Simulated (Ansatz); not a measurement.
# Cs at a quarter monolayer on different metals

How does the change of the work function by Cs depend on the metal face under it?

Set-up. Ansatz 0.2.0, plane waves with PAW datasets (its set soft_2), PBE; unreconstructed slabs of 4 or 5 layers at the tabulated experimental lattice constant with the lower two held, one adsorbate in a 2×2 cell relaxed from the site named, 6×6 k-points (12×12 for the clean 1×1 cell), 18 Å of vacuum, dipole correction. The dipole per adsorbate is the change of the cell's dipole; electronegativities are Pauling's.

Results:

| system | starting site | electronegativity, adsorbate less metal | clean (eV) | covered (eV) | change (eV) | dipole per adsorbate (D) |
| --- | --- | --- | --- | --- | --- | --- |
| Cs/Pt(111) | fcc | −1.49 | 5.70 | 1.45 | −4.25 | +2.99 |
| Cs/Ir(111) | fcc | −1.41 | 5.49 | 1.55 | −3.94 | +2.68 |
| Cs/Rh(111) | fcc | −1.49 | 5.17 | 1.56 | −3.61 | +2.39 |
| Cs/Au(111) | fcc | −1.75 | 5.16 | 1.69 | −3.47 | +2.71 |
| Cs/Ru(0001) | fcc | −1.41 | 5.05 | 1.62 | −3.43 | +2.31 |
| Cs/Ni(111) | fcc | −1.12 | 5.07 | 1.80 | −3.28 | +1.86 |
| Cs/W(110) | hollow | −1.57 | 4.84 | 1.59 | −3.25 | +2.44 |
| Cs/Ni(100) | hollow | −1.12 | 4.88 | 1.73 | −3.16 | +2.09 |
| Cs/Co(0001) | fcc | −1.09 | 4.93 | 1.85 | −3.07 | +1.77 |
| Cs/Cu(110) | hollow | −1.11 | 4.43 | 1.37 | −3.06 | +3.01 |
| Cs/Nb(110) | hollow | −0.81 | 4.49 | 1.57 | −2.93 | +2.39 |
| Cs/Hf(0001) | fcc | −0.51 | 4.33 | 1.53 | −2.80 | +2.63 |
| Cs/Cu(111) | fcc | −1.11 | 4.79 | 1.98 | −2.80 | +1.66 |
| Cs/Cu(100) | hollow | −1.11 | 4.57 | 1.80 | −2.77 | +1.88 |
| Cs/Ti(0001) | fcc | −0.75 | 4.37 | 1.60 | −2.77 | +2.21 |
| Cs/Ag(111) | fcc | −1.14 | 4.47 | 1.86 | −2.61 | +1.98 |
| Cs/Ag(100) | hollow | −1.14 | 4.24 | 1.64 | −2.61 | +2.31 |
| Cs/W(100) | hollow | −1.57 | 4.14 | 1.55 | −2.59 | +2.72 |

**Answer.** The change runs from −4.25 eV (Cs/Pt(111)) to −2.59 eV (Cs/W(100)); falls of over 0.15 eV: 18, rises: 0, in between: 0. The covered faces span 1.37 to 1.98 eV and the clean ones 4.14 to 5.70 eV; covered follows clean with a slope of −0.01, where 0 would mean that the adsorbate alone sets the work function and 1 a step that doesn't depend on the clean value; the points scatter about that line by 0.15 eV. A positive dipole has its positive end outwards. Worked for Cs/Pt(111): +2.99 D is +0.623 e·Å, one in 26.6 Å², and the Helmholtz step −180.95 V·Å × p/A is −4.24 eV against a change of −4.25 eV; what is left is a shift on the thin slab's other side.

**Limits.** A quarter monolayer means unlike densities on unlike faces. One starting site was run; real layers may sit elsewhere, sink into the surface or rebuild it. Changes under about 0.15 eV are within the error of slabs this thin. Only Co and Ni were run with spin. The table is a selection: not every member that was run is listed.
